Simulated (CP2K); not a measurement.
Two runs for the N K edge of 2-isocyanopyrrole. Run A: CP2K XAS_TDP, all-electron GAPW, PBEh(45%), aug-cc-pVDZ, TDA, no relativity. Run B differs in one setting.

First lines with a strength over 0.0015. A:

```tsv
atom	energy (eV)	states	strength, one atom
N2 (bonded to 2 C)	397.08	1	0.0320
	397.11	1	0.0374
	400.52	1	0.0162
	401.79	1	0.0048
	402.45	1	0.0023
N7 (bonded to 2 C and H)	398.04	1	0.0310
	399.50	1	0.0161
	400.91	1	0.0095
	401.23	1	0.0016
	401.99	1	0.0020
```

B:

```tsv
atom	energy (eV)	states	strength, one atom
N2 (bonded to 2 C)	402.14	1	0.0316
	402.16	1	0.0369
	405.58	1	0.0160
	406.85	1	0.0047
	407.51	1	0.0023
N7 (bonded to 2 C and H)	402.76	1	0.0306
	404.22	1	0.0159
	405.64	1	0.0093
	405.96	1	0.0016
	406.71	1	0.0020
```

**Question.** Which was it: GW2X switched on, the functional, scalar relativity switched on, the basis?

GW2X switched on. GW2X shifts an atom's lines together and keeps their spacings. Against PBEh(45%) in aug-cc-pVDZ, the leading lines move by +5.06 eV (N2, to 402.14) and +4.72 eV (N7, to 402.76).

[Banner, clock and machine lines of the logs are left out without a mark of their own.]

[Logs are printed without paths, hosts, clocks, repeated set-up lines and the standing remarks that a program may print on its own settings, such as how far it seeks lower states.]

[Hosts, paths, dates, database ids (printed as entryN), source tags and the programs' standing remarks are cut or masked in the printed files.]
